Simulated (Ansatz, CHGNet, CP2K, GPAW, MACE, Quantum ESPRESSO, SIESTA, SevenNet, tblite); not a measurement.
## Finding the fault: SIESTA, Σ7 (111) twist boundary in a MgS-YS solid solution (84 atoms)

Program: SIESTA 5.4.2, a calculation on a cell of 38 Mg, 42 S and 4 Y, 19.1 Å³ an atom.

input.fdf reads:

```
SystemLabel cell
NumberOfAtoms 84
NumberOfSpecies 3
%block ChemicalSpeciesLabel
  1 12 Mg
  2 16 S
  3 39 Y
%endblock ChemicalSpeciesLabel
LatticeConstant 1.0 Ang
%block LatticeVectors
  9.78238 0.00000 0.00000
  -4.89119 8.47179 0.00000
  0.00000 0.00000 19.37344
%endblock LatticeVectors
PAO.BasisSize QZ3P
PAO.EnergyShift 0.01 Ry
XC.Functional GGA
XC.Authors PBE
MeshCutoff 500 Ry
%block kgrid_Monkhorst_Pack
  1 0 0 0.0
  0 1 0 0.0
  0 0 1 0.0
%endblock kgrid_Monkhorst_Pack
SolutionMethod diagon
OccupationFunction FD
ElectronicTemperature 580 K
SCF.Mixer.Method Pulay
SCF.Mixer.Weight 0.05
SCF.Mixer.History 8
SCF.Mix Hamiltonian
MaxSCFIterations 60
SCF.DM.Tolerance 1e-04
SCF.H.Tolerance 1.0e-3 eV
WriteForces T
Write.HirshfeldPop T
Write.VoronoiPop T
Write.DM F
Write.H F
XML.Write F
AtomicCoordinatesFormat Fractional
%block AtomicCoordinatesAndAtomicSpecies
  0.86032 0.56704 0.00142 1
  0.09355 0.61765 0.08324 2
  0.71029 0.13320 0.00136 1
  0.95521 0.19767 0.07908 2
  0.91015 0.37802 0.16022 1
  0.13000 0.42232 0.23020 2
  0.96172 0.18732 0.31446 1
  0.19225 0.23527 0.39019 2
  0.57595 0.71569 0.99879 1
  0.81071 0.75726 0.08045 2
[... 70 atom lines left out ...]
  0.10763 0.48054 0.81133 1
  0.32722 0.66278 0.89039 2
  0.23475 0.18084 0.81300 1
  0.48926 0.38218 0.89207 2
%endblock AtomicCoordinatesAndAtomicSpecies
```

Command:

```bash
$ OMP_NUM_THREADS=1 mpirun -np 2 siesta < input.fdf > output.txt
```

Log:

```text
Version         : 5.4.2
reinit: System Name:
reinit: System Label: cell
initatom: Reading input for the pseudopotentials and atomic orbitals ----------
Species number:   1 Atomic number:   12 Label: Mg
Species number:   2 Atomic number:   16 Label: S
Species number:   3 Atomic number:   39 Label: Y
size_name: Incorrect basis-size option specified, active options are:
  SZ or MINIMAL
  SZP, SZSP, SZ1P, SZP1
  DZ
  DZP, DZSP, DZP1, DZ1P or STANDARD
  DZDP, DZP2, DZ2P
  TZ
  TZP, TZSP, TZP1, TZ1P
  TZDP, TZP2, TZ2P
  TZTP, TZP3, TZ3P
stopping program
stopping program
Stopping Program from Node:    0
Stopping Program from Node:    0
```

Run time: 0.65 s. Hardware: 2 MPI ranks of Intel Xeon Platinum 8259CL at 2.50GHz (Skylake/Cascade Lake), shared host; peak memory 0.29 GiB.

Banners, paths, timers and routine set-up lines are dropped from the logs unmarked, and long logs keep their key lines alone; longer cuts are marked.

Q: Find the fault and mend it.

An unknown basis size: basis QZ3P. The sound run has basis DZP.

The program stopped at the start.

[Also dropped from logs without a mark: logging warnings of Python, and SIESTA's first energy breakdown and zero terms.]

[Logs are printed without paths, hosts, clocks, repeated set-up lines and the standing remarks that a program may print on its own settings, such as how far it seeks lower states.]

[Hosts, paths, dates, database ids (printed as entryN), source tags and the programs' standing remarks are cut or masked in the printed files.]
